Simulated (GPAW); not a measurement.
## Screening of a field by C/Pt(110)

Wanted: the out-of-plane polarisability of C/Pt(110).

Calculated with GPAW 26.7.0; GPAW, PAW setups; slab in vacuum, relaxation, in the first sound run; inputs show where later runs differ.

## Step 1: Starting point

The cell holds 6 atoms: 5 Pt and 1 C. Its edges and angles: a = 3.920 Å, b = 2.772 Å, c = 24.044 Å, α = 90.0°, β = 90.0°, γ = 90.0°. Vacuum lies along c.

As a file:

```
Pt C
1.0
     3.92000    0.00000    0.00000
     0.00000    2.77186    0.00000
     0.00000    0.00000   24.04372
Pt C
5 1
Direct
  0.00000 0.00000 0.37432
  0.50000 0.50000 0.43196
  0.00000 0.00000 0.48960
  0.50000 0.50000 0.54724
  0.00000 0.00000 0.60489
  0.50000 0.50000 0.62568
```

## Step 2: Relaxation

Forces are removed first; all later runs use this geometry. The lowest 2 atoms are held at bulk positions and keep their forces.

Input file run.py:

```python
import json
import numpy as np
from ase import Atoms
from ase.constraints import FixAtoms
from ase.optimize import BFGS
from gpaw import GPAW, PW

slab = Atoms(
    ['Pt', 'Pt', 'Pt', 'Pt', 'Pt', 'C'],
    positions=[
        [0.00000, 0.00000, 9.00000],
        [1.96000, 1.38593, 10.38593],
        [0.00000, 0.00000, 11.77186],
        [1.96000, 1.38593, 13.15779],
        [0.00000, 0.00000, 14.54372],
        [1.96000, 1.38593, 15.04372]],
    cell=[[3.92, 0.0, 0.0], [0.0, 2.77186, 0.0], [0.0, 0.0, 24.04372]],
    pbc=[True, True, False])

slab.calc = GPAW(mode=PW(500), xc='PBE', kpts={'size': (8, 11, 1), 'gamma': True},
                 occupations={'name': 'fermi-dirac', 'width': 0.1}, nbands='160%',
                 convergence={'density': 1e-05}, maxiter=200,
                 poissonsolver={'dipolelayer': 'xy'},
                 symmetry={'tolerance': 1e-3, 'extra_ids': [1, 1, 0, 0, 0, 0]}, txt='slab.txt')
result = {}
slab.set_constraint(FixAtoms([0, 1]))
path = []
opt = BFGS(slab, maxstep=0.2)
opt.attach(lambda: path.append((slab.get_potential_energy(), slab.positions.tolist(), slab.get_forces().tolist())))
result['relaxed'] = bool(opt.run(fmax=0.03, steps=40))
result['path'] = path
energy = slab.get_potential_energy()
fermi = slab.calc.get_fermi_level()
v = slab.calc.get_electrostatic_potential().mean((0, 1)) - fermi
n = slab.calc.get_pseudo_density().mean((0, 1))
L = slab.cell[2, 2]
z = np.arange(len(v)) * L / len(v)
low, high = slab.positions[:, 2].min(), slab.positions[:, 2].max()
below, above = np.interp([low - 6.8, high + 6.8], z, v)
slopes = [np.interp(x, z, np.gradient(v, z)) for x in (low - 6.8, high + 6.8)]
eps = np.array([[slab.calc.get_eigenvalues(k, s) for k in range(len(slab.calc.get_ibz_k_points()))]
                for s in range(slab.calc.get_number_of_spins())]) - fermi
top, bottom = eps[eps < 0].max(), eps[eps > 0].min()
dipole = slab.get_dipole_moment()[2]
print(f'energy {energy:.4f} eV, Fermi level {fermi:.4f} eV, dipole {dipole:.5f} e A')
print(f'potential 6.8 A off the faces, from the Fermi level: lower {below:.4f} eV, upper {above:.4f} eV')
print(f'slope of the potential there: lower {slopes[0]:.5f}, upper {slopes[1]:.5f} eV/A')
print(f'nearest levels on the mesh: {top:.4f} and {bottom:.4f} eV')
print('magnetic moment', round(slab.get_magnetic_moment(), 3))
result.update(energy=energy, fermi=fermi, dipole=dipole, below=below, above=above, slopes=slopes, edges=[top, bottom],
              z=z.tolist(), v=v.tolist(), n=n.tolist(), positions=slab.positions.tolist(),
              forces=slab.get_forces(apply_constraint=False).tolist(), moments=slab.get_magnetic_moments().tolist())
json.dump(result, open('result.json', 'w'))
```

The run is started by

```
OMP_NUM_THREADS=1 OPENBLAS_NUM_THREADS=1 python run.py
```

What it wrote:

```text
Step          Energy          fmax
BFGS:    0      -36.400318        1.835442
BFGS:    1      -36.454652        1.607187
BFGS:    2      -36.617112        0.702274
BFGS:    3      -36.652291        0.650873
BFGS:    4      -36.681553        0.769587
BFGS:    5      -36.705161        0.708533
BFGS:    6      -36.732730        0.659249
BFGS:    7      -36.752752        0.611649
BFGS:    8      -36.766226        0.375413
BFGS:    9      -36.772640        0.334643
BFGS:   10      -36.778644        0.346595
BFGS:   11      -36.786151        0.255359
BFGS:   12      -36.790818        0.138268
BFGS:   13      -36.792656        0.040827
BFGS:   14      -36.792995        0.025985
energy -36.6774 eV, Fermi level 0.0173 eV, dipole -0.01388 e A
potential 6.8 A off the faces, from the Fermi level: lower 5.3310 eV, upper 5.5641 eV
slope of the potential there: lower -0.00006, upper -0.00002 eV/A
nearest levels on the mesh: -0.0040 and 0.0170 eV
magnetic moment 0.0
```

The job ended after 60 min (1 thread of Intel Xeon Platinum 8559C (Emerald Rapids), shared host; peak memory 0.48 GiB).

Relaxation path:

```
step  energy less that of the first step (eV)  largest force (eV/Å)
   1                                   0.0000                1.8354
   2                                  -0.0543                1.6072
   3                                  -0.2160                0.7023
   4                                  -0.2508                0.6509
   5                                  -0.2788                0.7696
   6                                  -0.3012                0.7085
   7                                  -0.3286                0.6592
   8                                  -0.3488                0.6116
   9                                  -0.3622                0.3754
  10                                  -0.3682                0.3346
  11                                  -0.3737                0.3466
  12                                  -0.3809                0.2554
  13                                  -0.3854                0.1383
  14                                  -0.3870                0.0408
  15                                  -0.3872                0.0260
```

The atoms that moved most (Å):

| atom | dx | dy | dz | length |
| --- | --- | --- | --- | --- |
| Pt5 | 0.000 | 0.000 | 0.581 | 0.581 |
| C6 | 0.000 | 0.000 | 0.165 | 0.165 |
| Pt4 | 0.000 | 0.000 | 0.158 | 0.158 |
| Pt3 | 0.000 | 0.000 | 0.069 | 0.069 |

Final coordinates:

```cif
data_structure
_symmetry_space_group_name_H-M 'P 1'
_symmetry_Int_Tables_number 1
_cell_length_a 3.9200
_cell_length_b 2.7719
_cell_length_c 24.0437
_cell_angle_alpha 90.000
_cell_angle_beta 90.000
_cell_angle_gamma 90.000
_cell_volume 261.25
loop_
_atom_site_label
_atom_site_type_symbol
_atom_site_fract_x
_atom_site_fract_y
_atom_site_fract_z
_atom_site_occupancy
Pt1 Pt 0.00000 0.00000 0.37432 1
Pt2 Pt 0.50000 0.50000 0.43196 1
Pt3 Pt 0.00000 0.00000 0.49249 1
Pt4 Pt 0.50000 0.50000 0.55381 1
Pt5 Pt 0.00000 0.00000 0.62907 1
C6 C 0.50000 0.50000 0.63254 1
```

Numbers from this step:

```
dipole along the normal                    : -0.01388 e·Å
levels nearest the Fermi level on the mesh : -0.004037, 0.01699 eV from the Fermi level
upper work function                        : 5.564 eV
lower work function                        : 5.331 eV
```

The electrostatic potential energy of an electron (without an applied field's), less the Fermi level, planar mean oscillates, so the rows of the table below give means over windows of 1.44 Å about each position, cut where the curve ends. Its maxima inside the range that stand out by 2 % of the span (Å: eV): 9.7: -7.71, 11.2: -6.97, 12.6: -6.97, 14.2: -2.88. Its minima: 9.0: -14.9, 10.4: -15.7, 11.8: -15.7, 13.3: -15.4, 15.2: -25.2.

The electrostatic potential energy of an electron (without an applied field's), less the Fermi level, planar mean by z; means over each step:

```csv
z (Å),"electrostatic potential energy of an electron (without an applied field's), less the Fermi level, planar mean (eV)"
0.72,5.35
2.16,5.33
3.60,5.33
5.04,5.33
6.48,5.25
7.92,1.32
9.36,-11.1
10.80,-11.2
12.24,-11.2
13.68,-9.31
15.12,-15.0
16.56,3.54
18.00,5.54
19.44,5.56
20.88,5.56
22.32,5.56
23.76,5.55
```

The pseudo valence density, planar mean oscillates, so the rows of the table below give means over windows of 1.44 Å about each position, cut where the curve ends. Its maxima inside the range that stand out by 2 % of the span (Å: e/Å³): 9.0: 1.52, 10.4: 1.56, 11.9: 1.50, 13.3: 1.53, 15.2: 1.71. Its minima: 9.6: 0.664, 11.2: 0.592, 12.5: 0.572, 14.2: 0.420.

The pseudo valence density, planar mean by z; means over each step:

z (Å), pseudo valence density, planar mean (e/Å³) and a bar:
```
     5.04       0.00 
     6.48       0.00 
     7.92       0.21 ######
     9.36       1.04 ############################
    10.80       1.01 ###########################
    12.24       1.00 ###########################
    13.68       0.89 ########################
    15.12       1.10 ##############################
    16.56       0.11 ###
    18.00       0.00 
    19.44       0.00
```

The relaxation lowered the energy of the cell by 0.387 eV (energies extrapolated to zero smearing; the optimiser's log prints free energies). The largest force left on a free atom is 0.026 eV/Å.

## Step 3: Plane waves, PBE

With the geometry fixed, the planar mean of the potential gives the vacuum level on each side.

This step: GPAW, PAW setups; slab in vacuum (GPAW 26.7.0).

run.py: that of step 2 with these lines changed.

```diff
@@ -3,4 +3,2 @@
 from ase import Atoms
-from ase.constraints import FixAtoms
-from ase.optimize import BFGS
 from gpaw import GPAW, PW
@@ -12,6 +10,6 @@
         [1.96000, 1.38593, 10.38593],
-        [0.00000, 0.00000, 11.77186],
-        [1.96000, 1.38593, 13.15779],
-        [0.00000, 0.00000, 14.54372],
-        [1.96000, 1.38593, 15.04372]],
+        [0.00000, 0.00000, 11.84122],
+        [1.96000, 1.38593, 13.31567],
+        [0.00000, 0.00000, 15.12512],
+        [1.96000, 1.38593, 15.20862]],
     cell=[[3.92, 0.0, 0.0], [0.0, 2.77186, 0.0], [0.0, 0.0, 24.04372]],
@@ -23,10 +21,4 @@
                  poissonsolver={'dipolelayer': 'xy'},
-                 symmetry={'tolerance': 1e-3, 'extra_ids': [1, 1, 0, 0, 0, 0]}, txt='slab.txt')
+                 symmetry={'tolerance': 1e-3}, txt='slab.txt')
 result = {}
-slab.set_constraint(FixAtoms([0, 1]))
-path = []
-opt = BFGS(slab, maxstep=0.2)
-opt.attach(lambda: path.append((slab.get_potential_energy(), slab.positions.tolist(), slab.get_forces().tolist())))
-result['relaxed'] = bool(opt.run(fmax=0.03, steps=40))
-result['path'] = path
 energy = slab.get_potential_energy()
```

What it wrote:

```text
energy -36.6773 eV, Fermi level 0.0172 eV, dipole -0.01402 e A
potential 6.8 A off the faces, from the Fermi level: lower 5.3311 eV, upper 5.5643 eV
slope of the potential there: lower -0.00004, upper -0.00004 eV/A
nearest levels on the mesh: -0.0040 and 0.0170 eV
magnetic moment 0.0
```

Run time: 5.7 min. Hardware: 1 thread; peak memory 0.48 GiB.

This step gave:

```yaml
dipole_along_the_normal: -0.01402 e·Å
levels_nearest_the_fermi_level_on_the_mesh: -0.004043, 0.01698 eV from the Fermi level
```

The electrostatic potential energy of an electron (without an applied field's), less the Fermi level, planar mean oscillates, so the rows of the table below give means over windows of 1.44 Å about each position, cut where the curve ends. Its maxima inside the range that stand out by 2 % of the span (Å: eV): 9.7: -7.71, 11.2: -6.97, 12.6: -6.97, 14.2: -2.88. Its minima: 9.0: -14.9, 10.4: -15.7, 11.8: -15.7, 13.3: -15.4, 15.2: -25.2.

The electrostatic potential energy of an electron (without an applied field's), less the Fermi level, planar mean by z; means over each step:

(Unchanged from step 2.)

The pseudo valence density, planar mean oscillates, so the rows of the table below give means over windows of 1.44 Å about each position, cut where the curve ends. Its maxima inside the range that stand out by 2 % of the span (Å: e/Å³): 9.0: 1.52, 10.4: 1.56, 11.9: 1.50, 13.3: 1.53, 15.2: 1.71. Its minima: 9.6: 0.664, 11.2: 0.592, 12.5: 0.572, 14.2: 0.420.

The pseudo valence density, planar mean by z; means over each step:

```csv
z (Å),"pseudo valence density, planar mean (e/Å³)"
5.04,6.5e-5
6.48,0.00331
7.92,0.208
9.36,1.04
10.80,1.01
12.24,1.000
13.68,0.895
15.12,1.10
16.56,0.109
18.00,0.00135
19.44,2.0e-5
```

Force by atom:

```csv
atom,x (eV/Å),y (eV/Å),z (eV/Å),size
Pt1,0.000,0.000,0.496,0.496
Pt2,0.000,0.000,-0.489,0.489
Pt3,0.000,0.000,-0.003,0.003
Pt4,0.000,0.000,-0.026,0.026
Pt5,0.000,0.000,0.007,0.007
C6,0.000,0.000,0.013,0.013
```

The potential is flat to 4.3e-5 eV/Å where it is read, so the vacuum is wide enough.

## Step 4: Field on

A uniform field along the normal polarises the slab; the atoms stay fixed, so this is the electronic response alone.

run.py: that of step 3 with these lines changed.

```diff
@@ -4,2 +4,3 @@
 from gpaw import GPAW, PW
+from gpaw.external import ConstantElectricField
 
@@ -21,2 +22,3 @@
                  poissonsolver={'dipolelayer': 'xy'},
+                 external=ConstantElectricField(-0.2, [0, 0, 1]),
                  symmetry={'tolerance': 1e-3}, txt='slab.txt')
```

What it wrote:

```text
energy -36.6909 eV, Fermi level 0.0200 eV, dipole -0.12138 e A
potential 6.8 A off the faces, from the Fermi level: lower 4.4338 eV, upper 6.4555 eV
slope of the potential there: lower -0.00004, upper -0.00004 eV/A
nearest levels on the mesh: -0.0069 and 0.0153 eV
magnetic moment 0.0
```

It took 7.2 min on 1 thread; peak memory 0.66 GiB.

This step gave:

```yaml
dipole_along_the_normal: -0.1214 e·Å
levels_nearest_the_fermi_level_on_the_mesh: -0.006875, 0.01531 eV from the Fermi level
potential_below_the_slab_the_applied_field_s_own_ramp_left_out: 4.434 eV from the Fermi level
potential_above_the_slab_the_applied_field_s_own_ramp_left_out: 6.455 eV from the Fermi level
```

The electrostatic potential energy of an electron (without an applied field's), less the Fermi level, planar mean oscillates, so the rows of the table below give means over windows of 1.44 Å about each position, cut where the curve ends. Its maxima inside the range that stand out by 2 % of the span (Å: eV): 9.7: -8.17, 11.2: -7.15, 12.6: -6.86, 14.2: -2.44, 20.2: 6.46. Its minima: 9.0: -15.5, 10.4: -16.0, 11.8: -15.7, 13.3: -15.1, 15.2: -24.5.

Electrostatic potential energy of an electron (without an applied field's), less the Fermi level, planar mean against z; means over each step:

```
z (Å)  electrostatic potential energy of an electron (without an applied field's), less the Fermi level, planar mean (eV)
 0.72                                                                                                                4.57
 2.16                                                                                                                4.43
 3.60                                                                                                                4.43
 5.04                                                                                                                4.43
 6.48                                                                                                                4.37
 7.92                                                                                                               0.527
 9.36                                                                                                               -11.7
10.80                                                                                                               -11.5
12.24                                                                                                               -11.2
13.68                                                                                                               -8.98
15.12                                                                                                               -14.4
16.56                                                                                                                4.38
18.00                                                                                                                6.43
19.44                                                                                                                6.46
20.88                                                                                                                6.46
22.32                                                                                                                6.46
23.76                                                                                                                6.34
```

Force by atom:

| atom | x (eV/Å) | y (eV/Å) | z (eV/Å) | size |
| --- | --- | --- | --- | --- |
| Pt1 | 0.000 | 0.000 | 0.505 | 0.505 |
| Pt2 | 0.000 | 0.000 | -0.483 | 0.483 |
| Pt3 | 0.000 | 0.000 | -0.015 | 0.015 |
| Pt4 | 0.000 | 0.000 | -0.033 | 0.033 |
| Pt5 | 0.000 | 0.000 | 0.005 | 0.005 |
| C6 | 0.000 | 0.000 | 0.023 | 0.023 |

The dipole is now -0.121 e Å, against -0.014 in the run without a field.

## Step 5: Field on

run.py: that of step 4 with these lines changed.

```diff
@@ -22,3 +22,3 @@
                  poissonsolver={'dipolelayer': 'xy'},
-                 external=ConstantElectricField(-0.2, [0, 0, 1]),
+                 external=ConstantElectricField(-0.1, [0, 0, 1]),
                  symmetry={'tolerance': 1e-3}, txt='slab.txt')
```

What it wrote:

```text
energy -36.6814 eV, Fermi level 0.0194 eV, dipole -0.06759 e A
potential 6.8 A off the faces, from the Fermi level: lower 4.8822 eV, upper 6.0080 eV
slope of the potential there: lower -0.00004, upper -0.00004 eV/A
nearest levels on the mesh: -0.0055 and 0.0159 eV
magnetic moment 0.0
```

Run time: 7.3 min. Hardware: 1 thread; peak memory 0.66 GiB.

Numbers from this step:

- dipole along the normal: -0.06759 e·Å
- levels nearest the Fermi level on the mesh: -0.005467, 0.01588 eV from the Fermi level
- potential below the slab, the applied field's own ramp left out: 4.882 eV from the Fermi level
- potential above the slab, the applied field's own ramp left out: 6.008 eV from the Fermi level

The electrostatic potential energy of an electron (without an applied field's), less the Fermi level, planar mean oscillates, so the rows of the table below give means over windows of 1.44 Å about each position, cut where the curve ends. Its maxima inside the range that stand out by 2 % of the span (Å: eV): 9.7: -7.94, 11.2: -7.06, 12.6: -6.91, 14.2: -2.66. Its minima: 9.0: -15.2, 10.4: -15.8, 11.8: -15.7, 13.3: -15.3, 15.2: -24.8.

Electrostatic potential energy of an electron (without an applied field's), less the Fermi level, planar mean against z; means over each step:

```csv
z (Å),"electrostatic potential energy of an electron (without an applied field's), less the Fermi level, planar mean (eV)"
0.72,4.96
2.16,4.88
3.60,4.88
5.04,4.88
6.48,4.81
7.92,0.926
9.36,-11.4
10.80,-11.3
12.24,-11.2
13.68,-9.15
15.12,-14.7
16.56,3.96
18.00,5.98
19.44,6.01
20.88,6.01
22.32,6.01
23.76,5.94
```

Force by atom:

```csv
atom,x (eV/Å),y (eV/Å),z (eV/Å),size
Pt1,0.000,0.000,0.498,0.498
Pt2,0.000,0.000,-0.489,0.489
Pt3,0.000,0.000,-0.011,0.011
Pt4,0.000,0.000,-0.033,0.033
Pt5,0.000,0.000,0.004,0.004
C6,0.000,0.000,0.011,0.011
```

The dipole is now -0.0676 e Å, against -0.014 in the run without a field.

## Step 6: Field on

run.py: that of step 5 with these lines changed.

```diff
@@ -22,3 +22,3 @@
                  poissonsolver={'dipolelayer': 'xy'},
-                 external=ConstantElectricField(-0.1, [0, 0, 1]),
+                 external=ConstantElectricField(-0.05, [0, 0, 1]),
                  symmetry={'tolerance': 1e-3}, txt='slab.txt')
```

What it wrote:

```text
energy -36.6787 eV, Fermi level 0.0184 eV, dipole -0.04083 e A
potential 6.8 A off the faces, from the Fermi level: lower 5.1060 eV, upper 5.7863 eV
slope of the potential there: lower -0.00004, upper -0.00005 eV/A
nearest levels on the mesh: -0.0047 and 0.0166 eV
magnetic moment 0.0
```

Run time: 8.2 min. Hardware: 1 thread; peak memory 0.66 GiB.

## Step 7: In a field

run.py: that of step 6 with these lines changed.

```diff
@@ -22,3 +22,3 @@
                  poissonsolver={'dipolelayer': 'xy'},
-                 external=ConstantElectricField(-0.05, [0, 0, 1]),
+                 external=ConstantElectricField(0.05, [0, 0, 1]),
                  symmetry={'tolerance': 1e-3}, txt='slab.txt')
```

What it wrote:

```text
energy -36.6773 eV, Fermi level 0.0160 eV, dipole 0.01288 e A
potential 6.8 A off the faces, from the Fermi level: lower 5.5564 eV, upper 5.3421 eV
slope of the potential there: lower -0.00004, upper -0.00004 eV/A
nearest levels on the mesh: -0.0033 and 0.0174 eV
magnetic moment 0.0
```

Elapsed: 7.3 min, on 1 thread; peak memory 0.66 GiB.

## Step 8: Field on

run.py: that of step 7 with these lines changed.

```diff
@@ -22,3 +22,3 @@
                  poissonsolver={'dipolelayer': 'xy'},
-                 external=ConstantElectricField(0.05, [0, 0, 1]),
+                 external=ConstantElectricField(0.1, [0, 0, 1]),
                  symmetry={'tolerance': 1e-3}, txt='slab.txt')
```

What it wrote:

```text
energy -36.6786 eV, Fermi level 0.0146 eV, dipole 0.03984 e A
potential 6.8 A off the faces, from the Fermi level: lower 5.7830 eV, upper 5.1198 eV
slope of the potential there: lower -0.00005, upper -0.00004 eV/A
nearest levels on the mesh: -0.0026 and 0.0177 eV
magnetic moment 0.0
```

Elapsed: 9.5 min, on 1 thread; peak memory 0.66 GiB.

The dipole is now 0.0398 e Å, against -0.014 in the run without a field.

(Part 1 of 2 ends here.)

[Logs are printed without paths, hosts, clocks, repeated set-up lines and the standing remarks that a program may print on its own settings, such as how far it seeks lower states.]

[Hosts, paths, dates, database ids (printed as entryN), source tags and the programs' standing remarks are cut or masked in the printed files.]
